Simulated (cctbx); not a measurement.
# Diagnosing a refinement

Cell a = 3.1520 Å, b = 4.2730 Å, c = 22.1570 Å, α = 90.00°, β = 90.00°, γ = 90.00°; space group Fmmm (no. 69).

The data are simulated with cctbx, not measured: Mo Kα, λ = 0.71073 Å, to d = 0.77 Å, 50 % of the full sphere, strongest reflection 5000 counts, noise from counting, a 6 % proportional error and a noise floor of 4 counts (s.d.); no absorption.

An anisotropic refinement with weights 1/σ² prints:

```text
Rint 0.050, 114 unique reflections to 0.77 A
cycle     R1     wR2    GooF  max shift (A)
   1  0.0672  0.1606   3.288   0.00559
   2  0.0337  0.0733   1.500   0.00000
final R1 0.0337 wR2 0.0733 GooF 1.500  parameters 11  data/parameter 10.4
atom        x        y        z      Ueq    occ   su(xyz)  su(Uiso or U11)
Tl1    0.00000  0.00000  0.00000   0.0101  1.000  0.00000  0.0006
V1     0.50000  0.00000  0.10121   0.0052  1.000  0.00012  0.0016
Fe1    0.00000  0.00000  0.20180   0.0207  1.000  0.00015  0.0019
difference map: max 3.59 min -1.40 rms 0.58
Q1    0.0000  0.0000  0.4058    8    3.63  0.16 A from V1
Q2    0.0000  0.2074  0.5000    8    1.39  1.25 A from Tl1
Q3    0.0000  0.0000  0.1950    8    1.22  0.15 A from Fe1
Q4    0.1682  0.0000  0.0546   16    1.14  1.32 A from Tl1
Q5    0.2500  0.0000  0.2500    8    1.09  1.33 A from Fe1
Q6    0.2232  0.0000  0.1474   16    0.97  1.34 A from V1
```

Q: Accept it or mend it, and why?

Mend it. The fault: wrong element: V1 is Fe. Against the right model at the same level, R1 goes from 0.0195 to 0.0337 and GooF from 0.91 to 1.50, U of V1 shrinks from 0.0132 to 0.0052 Å² and the top difference peak, 3.6 e/Å³, lies on V1. V1 has 3 electrons too few and its U shrinks to make up, as expected.

The compound is TlFe4. The right model at the same level gives:

```text
Rint 0.050, 114 unique reflections to 0.77 A
cycle     R1     wR2    GooF  max shift (A)
   1  0.0397  0.1112   2.276   0.00447
   2  0.0195  0.0444   0.908   0.00000
final R1 0.0195 wR2 0.0444 GooF 0.908  parameters 11  data/parameter 10.4
atom        x        y        z      Ueq    occ   su(xyz)  su(Uiso or U11)
Tl1    0.00000  0.00000  0.00000   0.0104  1.000  0.00000  0.0003
Fe1    0.50000  0.00000  0.10121   0.0132  1.000  0.00007  0.0010
Fe2    0.00000  0.00000  0.20175   0.0207  1.000  0.00009  0.0011
difference map: max 1.32 min -1.01 rms 0.32
Q1    0.0000  0.2201  0.5000    8    1.34  1.20 A from Tl1
Q2    0.2461  0.0000  0.1433   16    1.05  1.23 A from Fe1
Q3    0.1771  0.0000  0.5000    8    1.02  1.02 A from Tl1
Q4    0.1781  0.0000  0.0554   16    1.02  1.35 A from Tl1
Q5    0.2500  0.0000  0.2500    8    0.99  1.33 A from Fe2
Q6    0.0000  0.1978  0.0846   16    0.98  1.34 A from Fe1
```

Isotropic U is held between 0.0001 and 1 Å² by the program, and listed peak heights are interpolated, so they can pass the grid's maximum.

The model was made for the exercise: a known structure type with other elements put in, its volume estimated, not relaxed; displacement parameters are assumed.

[Middle refinement cycles are left out of these outputs.]

[Logs are printed without paths, hosts, clocks, repeated set-up lines and the standing remarks that a program may print on its own settings, such as how far it seeks lower states.]
